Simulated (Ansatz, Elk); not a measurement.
# Dielectric function and optical constants of TaCuP2 (model structure)

Aim: the dielectric function of TaCuP2 (model structure), and the optical constants that follow from it. The structure is a model built here, which may or may not match a known phase. It was built so: All N replaced by P in the R-3m structure of TaCuN2. The cell is first relaxed with Ansatz.

Method: DFT, PBE, all-electron APW+lo, Dirac cores, scalar-relativistic bands, independent-particle optical response without local fields, in Elk 11.2.3 (patched build).

## Step 1: The starting structure

It takes space group R-3m (No. 166, trigonal). The conventional cell has a = 3.594 Å, b = 3.594 Å, c = 19.983 Å, α = 90.00°, β = 90.00°, γ = 120.00°. Nearest to Ta lie 6 P at 2.28 Å. Nearest to Cu lie 2 P at 2.38 Å. Nearest to P lie 3 Ta at 2.28 Å and 1 Cu at 2.38 Å. All N replaced by P in the R-3m structure of TaCuN2. Farther neighbours are not listed.

## Step 2: Relaxation

Spectra hang on bond lengths, so the cell is first brought to its minimum.

This step: DFT, PBE, plane-wave PAW, default files, scalar-relativistic, relaxation (Ansatz 0.2.0).

File input.yaml:

```yaml
crystal:
  lattice:
    - [1.7968432415, 1.0374079292, 6.6610018]
    - [-1.7968432415, 1.0374079292, 6.6610018]
    - [0.0, -2.0748158583, 6.6610018]
  atoms:
    - { symbol: Ta, position: [0.5, 0.5, 0.5] }
    - { symbol: Cu, position: [0.0, 0.0, 0.0] }
    - { symbol: P, position: [0.881, 0.881, 0.881] }
    - { symbol: P, position: [0.119, 0.119, 0.119] }
kpoints:
  mp_grid: { grid: [7, 7, 7] }
scf:
  occupations: { method: fermi_dirac, width: 0.05 }
hamiltonian:
  xc: pbe
output:
  forces: true
  stress: true
relax:
  f_tol: 0.02
  max_steps: 50
  cell: {}
```

The run is started by

```sh
> ansatz run input.yaml --threads 4 --pin off --max-ram 8192MiB --backend cpu --events-out ev --progress --plain --runs-dir out
```

Numbers of over 12 decimals in the logs are rounded to 6 here.

Output:

```text
basis.fft_grid_basis auto: the FFT boxes are laid along the combinations [[1, 0, -1], [0, 1, -1], [0, 0, 1]] of the cell's own vectors, 3.594, 3.594 and 6.977 Å long. The dense box has 25×25×48 points. Along the cell's own vectors, as sized, it would have 48×48×48, 3.69 times as many. Of the 12 symmetry operations that the crystal satisfies within crystal.symmetry.tolerance (time reversal apart; of a slab, those that [...]
Engine: ansatz 0.2.0, aarch64-unknown-linux-gnu
Pseudopotentials: kind: paw
Pseudopotential: Ta, paw, valence charge 13, recommended cutoff 420 eV (normal), Ta.paw.azcp
Pseudopotential: Cu, paw, valence charge 19, recommended cutoff 420 eV (normal), Cu.paw.azcp
Pseudopotential: P, paw, valence charge 5, recommended cutoff 420 eV (normal), P.paw.azcp
Functional definition: PBE
  parameter kappa = 0.804
  parameter beta = 0.066725
  exchange = pbe_x(kappa = kappa, mu = beta*pi^2/3)
  correlation = pbe_c(beta = beta)
Crystal: 4 atoms, lattice volume = 74.499 Å³
Basis set: ecut = 420 eV, 1439 PW (Γ), FFT grids on a1−a3, a2−a3, a3, exchange–correlation on 50×50×96 points (8 copies of the dense FFT grid, shifted against one another)
Bands: 26, of which v1, the nominal top of the filled ones, is band 21 counted from 1 (20 counted from 0)
Symmetry: 12 space group operations
Space group: R-3m (ITA 166), of the structure as read, at distance tolerance 4.2e-5 Å
k-points: 44 of 343
Non-local potential: Ta, projectors of the file, l = 0: 3, l = 1: 2, l = 2: 2, l = 3: 1
Non-local potential: Cu, projectors of the file, l = 0: 3, l = 1: 2, l = 2: 3, l = 3: 1
Non-local potential: P, projectors of the file, l = 0: 2, l = 1: 2, l = 2: 2
PAW form: soft (Blöchl's): semilocal exchange-correlation on the pseudo side does not see the compensation charge
PAW one-centre angular grid: Ta, 590 points (default); XC on 64 Gauss nodes
PAW one-centre angular grid: Cu, 590 points (default); XC on 64 Gauss nodes
PAW one-centre angular grid: P, 110 points (default); XC on 64 Gauss nodes
Initial density: superposition of atomic densities (neutral atoms: chi_scale 0, normalization atom), corrected by the library's trained network
Initial wavefunctions: pseudopotential atomic-orbital guess
Functional: x = pbe(κ = 0.804, μ = 0.219515), c = pbe(β = 0.066725)
SCF iter   1: F=—  HF=-18065.617036 eV  |F-HF|=—  |Δ(HF+E_count)|=         —  Δρ=9.08e-3  dr2=2.10e-1  ethr=1.77e-3  ⟨swp⟩=6.7  Hψ=5662  notcnv=0
preconditioner: auto → LDOS  [metal: Δε(μ)=0.038 eV  Ē_g=6.545 eV  σ=0.050 eV  W_gap=0.19  n_scr=22 (ndim 8)  ℏωp=21.9 eV  f_vac=0.013  D(μ)=2.29/eV (n_scr^D=16)  β→1.0]
SCF iter   2: F=—  HF=-18065.602605 eV  |F-HF|=—  |Δ(HF+E_count)|=   1.44e-2  Δρ=7.03e-3  dr2=5.30e-2  ethr=5.00e-4  ⟨swp⟩=2.9  Hψ=2266  notcnv=0
preconditioner: auto → Kerker (q_TF=auto, 2.480 Å⁻¹)  [metal: Δε(μ)=0.033 eV  Ē_g=6.489 eV  σ=0.050 eV  W_gap=0.16  n_scr=22 (ndim 8)  ℏωp=21.9 eV  f_vac=0.010  D(μ)=2.59/eV (n_scr^D=22)  β→0.5]
SCF iter   3: F=—  HF=-18065.591379 eV  |F-HF|=—  |Δ(HF+E_count)|=   1.12e-2  Δρ=4.99e-3  dr2=1.18e-2  ethr=1.26e-4  ⟨swp⟩=2.0  Hψ=1848  notcnv=0
SCF iter   4: F=—  HF=-18065.589186 eV  |F-HF|=—  |Δ(HF+E_count)|=   2.19e-3  Δρ=1.69e-3  dr2=3.13e-3  ethr=2.81e-5  ⟨swp⟩=2.0  Hψ=1682  notcnv=0
SCF iter   5: F=—  HF=-18065.588806 eV  |F-HF|=—  |Δ(HF+E_count)|=   3.80e-4  Δρ=4.88e-4  dr2=3.92e-4  ethr=7.45e-6  ⟨swp⟩=2.4  Hψ=1703  notcnv=0
SCF iter   6: F=—  HF=-18065.588793 eV  |F-HF|=—  |Δ(HF+E_count)|=   1.32e-5  Δρ=1.43e-4  dr2=3.85e-5  ethr=9.33e-7  ⟨swp⟩=2.4  Hψ=1640  notcnv=0
SCF iter   7: F=—  HF=-18065.588809 eV  |F-HF|=—  |Δ(HF+E_count)|=   1.60e-5  Δρ=7.10e-5  dr2=5.83e-6  ethr=9.18e-8  ⟨swp⟩=2.0  Hψ=1641  notcnv=0
SCF iter   8: F=—  HF=-18065.588809 eV  |F-HF|=—  |Δ(HF+E_count)|=   2.58e-7  Δρ=1.25e-5  dr2=1.49e-7  ethr=1.39e-8  ⟨swp⟩=2.0  Hψ=1637  notcnv=0
SCF iter   9: F=-18065.588809 eV  HF=-18065.588809 eV  |F-HF|=1.07e-8  |Δ(HF+E_count)|=   1.24e-7  Δρ=4.62e-6  dr2=1.94e-8  ethr=2.38e-10  ⟨swp⟩=5.0  Hψ=4211  notcnv=0
SCF 1 converged in 9 iterations: F = -18065.588809 eV  dr2 = 1.94e-8
  greatest PAW one-centre occupation: 1.000 electrons in one spin orbital (limit 2), on the Cu atom at site 1 (counted from 0), in its partial waves of l = 0
relax step   1: F+E_penalty+E_count = -18065.58880934 eV  Δ(F+E_penalty+E_count) = +0.000e0 eV  max|allowed force component| = 7.347e0 eV/Å  Δτ_max = 0.0000 Å  P = +30.612 GPa  Ω = 74.499 Å³  (9 SCF iters, dr2 threshold 1.00e-7 eV, accepted)
Crystal: 4 atoms, lattice volume = 80.704 Å³
Basis set: ecut = 420 eV, 1559 PW (Γ), FFT grids on a1−a3, a2−a3, a3, exchange–correlation on 50×50×96 points (8 copies of the dense FFT grid, shifted against one another)
Initial density: handed on by an earlier stage of this run
Initial wavefunctions: those handed on with the density
SCF iter   1: F=—  HF=-18068.696068 eV  |F-HF|=—  |Δ(HF+E_count)|=         —  Δρ=2.50e-2  dr2=1.89e0  ethr=3.10e-3  ⟨swp⟩=7.4  Hψ=5438  notcnv=0
preconditioner: auto → Kerker (q_TF=auto, 2.447 Å⁻¹)  [metal: Δε(μ)=0.063 eV  Ē_g=6.525 eV  σ=0.050 eV  W_gap=0.30  n_scr=22 (ndim 8)  ℏωp=21.1 eV  f_vac=0.008  D(μ)=0.93/eV (n_scr^D=2)]
SCF iter   2: F=—  HF=-18068.451702 eV  |F-HF|=—  |Δ(HF+E_count)|=   2.44e-1  Δρ=1.42e-2  dr2=3.51e-1  ethr=3.10e-3  ⟨swp⟩=2.4  Hψ=1724  notcnv=0
SCF iter   3: F=—  HF=-18068.442358 eV  |F-HF|=—  |Δ(HF+E_count)|=   9.34e-3  Δρ=1.94e-2  dr2=3.09e-1  ethr=8.37e-4  ⟨swp⟩=2.3  Hψ=2259  notcnv=0
SCF iter   4: F=—  HF=-18068.386786 eV  |F-HF|=—  |Δ(HF+E_count)|=   5.56e-2  Δρ=4.48e-3  dr2=2.37e-2  ethr=7.35e-4  ⟨swp⟩=2.1  Hψ=2029  notcnv=0
SCF iter   5: F=—  HF=-18068.382389 eV  |F-HF|=—  |Δ(HF+E_count)|=   4.40e-3  Δρ=1.07e-3  dr2=3.57e-3  ethr=5.65e-5  ⟨swp⟩=2.0  Hψ=1844  notcnv=0
SCF iter   6: F=—  HF=-18068.381855 eV  |F-HF|=—  |Δ(HF+E_count)|=   5.34e-4  Δρ=5.52e-4  dr2=4.54e-4  ethr=8.51e-6  ⟨swp⟩=2.1  Hψ=1560  notcnv=0
SCF iter   7: F=—  HF=-18068.381875 eV  |F-HF|=—  |Δ(HF+E_count)|=   2.02e-5  Δρ=3.15e-4  dr2=2.39e-4  ethr=1.08e-6  ⟨swp⟩=2.0  Hψ=1621  notcnv=0
SCF iter   8: F=—  HF=-18068.381880 eV  |F-HF|=—  |Δ(HF+E_count)|=   4.74e-6  Δρ=1.18e-4  dr2=5.64e-5  ethr=5.69e-7  ⟨swp⟩=1.2  Hψ=1155  notcnv=0
SCF iter   9: F=—  HF=-18068.381874 eV  |F-HF|=—  |Δ(HF+E_count)|=   6.10e-6  Δρ=4.40e-5  dr2=4.19e-6  ethr=1.34e-7  ⟨swp⟩=2.1  Hψ=1350  notcnv=0
SCF iter  10: F=-18068.381874 eV  HF=-18068.381874 eV  |F-HF|=6.43e-8  |Δ(HF+E_count)|=   3.27e-7  Δρ=9.71e-6  dr2=2.05e-7  ethr=9.52e-10  ⟨swp⟩=4.0  Hψ=5129  notcnv=0
SCF 2 converged in 10 iterations: F = -18068.381874 eV  dr2 = 2.05e-7
[...]
relax step   5: F+E_penalty+E_count = -18069.53779728 eV  Δ(F+E_penalty+E_count) = -2.311e-1 eV  max|allowed force component| = 5.046e-1 eV/Å  Δτ_max = 0.0702 Å  P = -4.456 GPa  Ω = 77.746 Å³  energy of the carried Pulay correction = -1.094e-3 eV  (9 SCF iters, dr2 threshold 4.00e-7 eV, accepted)
relax step   6: F+E_penalty+E_count = -18069.70483771 eV  Δ(F+E_penalty+E_count) = -1.670e-1 eV  max|allowed force component| = 3.234e-1 eV/Å  Δτ_max = 0.0343 Å  P = -3.034 GPa  Ω = 72.208 Å³  energy of the carried Pulay correction = +8.012e-4 eV  (9 SCF iters, dr2 threshold 4.00e-7 eV, accepted)
relax step   7: F+E_penalty+E_count = -18069.72248780 eV  Δ(F+E_penalty+E_count) = -1.765e-2 eV  max|allowed force component| = 1.915e-1 eV/Å  Δτ_max = 0.0111 Å  P = +0.778 GPa  Ω = 70.208 Å³  energy of the carried Pulay correction = +1.521e-3 eV  (8 SCF iters, dr2 threshold 4.00e-7 eV, accepted)
relax step   8: F+E_penalty+E_count = -18069.72372281 eV  Δ(F+E_penalty+E_count) = -1.235e-3 eV  max|allowed force component| = 9.954e-2 eV/Å  Δτ_max = 0.0155 Å  P = +0.140 GPa  Ω = 69.571 Å³  energy of the carried Pulay correction = +1.755e-3 eV  (7 SCF iters, dr2 threshold 4.00e-7 eV, accepted)
relax step   9: F+E_penalty+E_count = -18069.72589486 eV  Δ(F+E_penalty+E_count) = -2.172e-3 eV  max|allowed force component| = 4.547e-3 eV/Å  Δτ_max = 0.0071 Å  P = +0.048 GPa  Ω = 70.117 Å³  energy of the carried Pulay correction = +1.555e-3 eV  (8 SCF iters, dr2 threshold 4.00e-7 eV, accepted)
relax step  10: F+E_penalty+E_count = -18069.72589939 eV  Δ(F+E_penalty+E_count) = -4.530e-6 eV  max|allowed force component| = 6.623e-4 eV/Å  Δτ_max = 0.0002 Å  P = -0.002 GPa  Ω = 70.124 Å³  energy of the carried Pulay correction = +1.552e-3 eV  (5 SCF iters, dr2 threshold 3.02e-8 eV, accepted)
relax step  11: F+E_penalty+E_count = -18069.74328333 eV  Δ(F+E_penalty+E_count) = -1.738e-2 eV  max|allowed force component| = 1.516e-3 eV/Å  Δτ_max = 0.0000 Å  P = +0.356 GPa  Ω = 70.124 Å³  stress off target by 1.06e0 GPa  SCF on the basis re-selected at this cell (its energy is not comparable with the rows above)  (9 SCF iters)
relax step  12: F+E_penalty+E_count = -18069.74403702 eV  Δ(F+E_penalty+E_count) = -7.537e-4 eV  max|allowed force component| = 4.037e-3 eV/Å  Δτ_max = 0.0003 Å  P = +0.024 GPa  Ω = 70.137 Å³  energy of the carried Pulay correction = -2.269e-5 eV  (6 SCF iters, dr2 threshold 4.00e-7 eV, accepted)
relax step  13: F+E_penalty+E_count = -18069.74404126 eV  Δ(F+E_penalty+E_count) = -4.241e-6 eV  max|allowed force component| = 3.684e-5 eV/Å  Δτ_max = 0.0002 Å  P = -0.002 GPa  Ω = 70.133 Å³  energy of the carried Pulay correction = -2.300e-5 eV  (6 SCF iters, dr2 threshold 1.22e-8 eV, accepted)
iter 1 solved again at ethr=1.37e-7 eV; its pass at ethr=3.10e-3 eV (dr2=5.75e-5 eV) is discarded
SCF iter   1: F=—  HF=-18069.744063 eV  |F-HF|=—  |Δ(HF+E_count)|=         —  Δρ=2.74e-5  dr2=1.46e-8  ethr=1.37e-7  ⟨swp⟩=3.7  Hψ=8630  notcnv=0
eigensolver tolerance schedule: the retry pair's looser diagonalisation over-reported the residual by 3944.01 of it (diagonalisation noise at 0.21 of the residual, at the tolerance the schedule requests for it); recorded, not acted on — ethr = c·dr2/N_el stays at c = 1.0e-1
SCF iter   2: F=—  HF=-18069.744073 eV  |F-HF|=—  |Δ(HF+E_count)|=   9.94e-6  Δρ=1.40e-5  dr2=4.65e-9  ethr=3.47e-11  ⟨swp⟩=3.2  Hψ=2437  notcnv=0
SCF iter   3: F=—  HF=-18069.744074 eV  |F-HF|=—  |Δ(HF+E_count)|=   9.43e-7  Δρ=8.06e-7  dr2=1.42e-10  ethr=1.11e-11  ⟨swp⟩=2.1  Hψ=1719  notcnv=0
SCF iter   4: F=—  HF=-18069.744074 eV  |F-HF|=—  |Δ(HF+E_count)|=   1.65e-9  Δρ=2.83e-7  dr2=8.26e-11  ethr=1.00e-12  ⟨swp⟩=2.0  Hψ=1456  notcnv=0
iter 5 did not close the SCF: its close was put off for the readings that it lacked (scf_convergence_deferred on its scf_iter line)
SCF iter   5: F=-18069.744074 eV  HF=-18069.744074 eV  |F-HF|=1.46e-11  |Δ(HF+E_count)|=  1.09e-11  Δρ=1.12e-7  dr2=3.06e-11  ethr=1.00e-12  ⟨swp⟩=1.0  Hψ=1145  notcnv=0
iter 6 did not close the SCF: its close was put off for the readings that it lacked (scf_convergence_deferred on its scf_iter line)
SCF iter   6: F=-18069.744074 eV  HF=-18069.744074 eV  |F-HF|=0.00e0  |Δ(HF+E_count)|=  3.64e-12  Δρ=4.08e-8  dr2=4.21e-12  ethr=1.00e-12  ⟨swp⟩=1.0  Hψ=1145  notcnv=0
iter 7 did not close the SCF: its close was put off for the readings that it lacked (scf_convergence_deferred on its scf_iter line)
SCF iter   7: F=-18069.744074 eV  HF=-18069.744074 eV  |F-HF|=7.28e-12  |Δ(HF+E_count)|=  7.28e-12  Δρ=2.92e-8  dr2=1.12e-12  ethr=1.00e-12  ⟨swp⟩=1.0  Hψ=1146  notcnv=0
iter 8 did not close the SCF: its close was put off for the readings that it lacked (scf_convergence_deferred on its scf_iter line)
SCF iter   8: F=-18069.744074 eV  HF=-18069.744074 eV  |F-HF|=0.00e0  |Δ(HF+E_count)|=  3.64e-12  Δρ=7.75e-9  dr2=4.48e-14  ethr=1.00e-12  ⟨swp⟩=1.0  Hψ=1146  notcnv=0
SCF iter   9: F=-18069.744074 eV  HF=-18069.744074 eV  |F-HF|=0.00e0  |Δ(HF+E_count)|=  7.28e-12  Δρ=3.45e-9  dr2=7.89e-15  ethr=1.00e-12  ⟨swp⟩=1.6  Hψ=2535  notcnv=0
SCF 14 converged in 9 iterations: F = -18069.744074 eV  dr2 = 7.89e-15
relax step  14: F+E_penalty+E_count = -18069.74407423 eV  Δ(F+E_penalty+E_count) = -3.297e-5 eV  max|allowed force component| = 1.088e-5 eV/Å  Δτ_max = 0.0000 Å  P = -0.001 GPa  Ω = 70.133 Å³  stress off target by 2.05e-3 GPa  SCF on the basis re-selected at this cell (its energy is not comparable with the rows above)  (9 SCF iters)
basis re-selected at this cell: Δ(F+E_penalty+E_count) = -3.297e-5 eV, ΔP = +0.000 GPa vs the last step (what re-selecting the basis moved, of the pressure what is left beyond the Pulay correction that the steps carried, after the strain that the cell walked since its last selection, with what the two solves' SCF thresholds leave and, on support functions, any second-order correction that the steps lacked; it is no m [...]
SCF converged after 9 iterations
Free energy (F): -18069.744074 eV
Harris-Foulkes:  -18069.744074 eV  (|F-HF|=0.00e0)
Internal energy: -18069.737466 eV  (E = F + TS)
E sigma→0 (E₀):  -18069.740770 eV
Entropy (-TS):   -0.006609 eV (-1.652 meV/atom)
Fermi energy:    11.402378 eV
--- Per-component energies (eV) ---
  E_band       = -611.730570
  E_kinetic    = 807.767106
  E_local      = -6550.320138  (includes V_loc(G=0)·N_el)
  E_nonlocal   = 475.006028
  E_hartree    = 2841.177038
  E_xc         = -430.472829
  E_vxc        = -440.401980  (∫ρ·V_xc dr)
  E_paw        = -11201.562606  (= ΣΔE_a)
  E_vpaw       = -586.136094  (= ΣTr[D̂ρ^β])
  E_aug_tail   = 0.000430  (compensation charges beyond the density's cutoff)
  E_ewald      = -4011.332495
  E_smearing   = -0.006609  (= −TS)
  E_closure    = -0.000000  (closes the sum)
  Σ components = -18069.744074   (vs F -18069.744074, Δ=0.00e0)
--- Forces (eV/Å), atoms counted from 1 ---
  atom   1  Ta    -0.00000000     0.00000000    -0.00000000
  atom   2  Cu     0.00000000     0.00000000    -0.00000000
  atom   3  P      0.00000000    -0.00000000     0.00001088
  atom   4  P     -0.00000000     0.00000000    -0.00001088
  max |Σ_I F_I| component: 1.16e-17 eV/Å
--- Stress (GPa, compression-positive) ---
       -0.002045      -0.000000      -0.000000
       -0.000000      -0.002045       0.000000
       -0.000000       0.000000      -0.000270
  P = ⅓ Tr σ = -0.0015 GPa (-0.015 kbar)
--- Relaxed structure (12 steps of the walk, 12 accepted, 2 SCFs on fresh bases) ---
  F+E_penalty+E_count = -18069.74407423 eV   max|allowed force component| = 1.088e-5 eV/Å   (the final SCF, on the basis selected at the relaxed cell)
  cell:  # Å, volume = 70.1330 Å³
    - [1.607793, 0.928260, 7.831981]
    - [-1.607793, 0.928260, 7.831981]
    - [0, -1.856520, 7.831981]
  atoms:
    - { symbol: Ta, position: [0.500000, 0.500000, 0.500000] }
    - { symbol: Cu, position: [5.208596328477203e-19, 5.208596328477203e-19, 5.208596328511472e-19] }
    - { symbol: P, position: [0.905828, 0.905828, 0.905828] }
    - { symbol: P, position: [0.094172, 0.094172, 0.094172] }
```

Run time: 15 s. Hardware: 4 threads of Arm Neoverse V2, shared host; peak memory 0.46 GiB.

Relaxation path:

```tsv
step	energy less that of the first step (eV)	largest force component (eV/Å)	pressure (GPa)	volume (Å³)
1	0.0000	7.3471	30.61	74.50
2	-2.7931	3.3359	8.21	80.70
3	-3.6450	0.0569	0.10	80.79
4	-3.7179	0.0036	-1.81	81.23
5	-3.9490	0.5046	-4.46	77.75
6	-4.1160	0.3234	-3.03	72.21
7	-4.1337	0.1915	0.78	70.21
8	-4.1349	0.0995	0.14	69.57
9	-4.1371	0.0045	0.05	70.12
10	-4.1371	0.0007	0.00	70.12
11*	-4.1545	0.0015	0.36	70.12
12	-4.1552	0.0040	0.02	70.14
13	-4.1552	0.0000	0.00	70.13
14*	-4.1553	0.0000	0.00	70.13
```

Relaxation steps marked * repeat the geometry before them on a plane-wave basis chosen anew for their cell, so energy and pressure can jump there.

Forces are held to the 12 operations that the run works with; a distortion that breaks them can't arise in this run.

```tsv
cell as run	before	after	change
a (Å)	6.977	8.049	+15.4 %
b (Å)	6.977	8.049	+15.4 %
c (Å)	6.977	8.049	+15.4 %
α (°)	29.85	23.04	-22.8 %
β (°)	29.85	23.04	-22.8 %
γ (°)	29.85	23.04	-22.8 %
volume (Å³/atom)	18.62	17.53	-5.9 %
```

The atoms that moved most (Å, as changes of fractional coordinates times the final cell):

```tsv
atom	dx	dy	dz	length
P3	0.000	0.000	0.583	0.583
P4	0.000	0.000	-0.583	0.583
```

Final coordinates:

```xyz
4
Lattice="1.6078 0.9283 7.8320 -1.6078 0.9283 7.8320 0.0000 -1.8565 7.8320" Properties=species:S:1:pos:R:3 pbc="T T T"
Ta    0.0000    0.0000   11.7480
Cu    0.0000    0.0000    0.0000
P     0.0000    0.0000   21.2833
P     0.0000    0.0000    2.2127
```

The relaxation ends with a largest force component of 1.1e-5 eV/Å and a pressure of 0.00 GPa.

(Part 1 of 2 ends here.)

[Machine, clock and banner lines and Python warnings are left out of the logs.]

[Logs are printed without paths, hosts, clocks, repeated set-up lines and the standing remarks that a program may print on its own settings, such as how far it seeks lower states.]

[Hosts, paths, dates, database ids (printed as entryN), source tags and the programs' standing remarks are cut or masked in the printed files.]
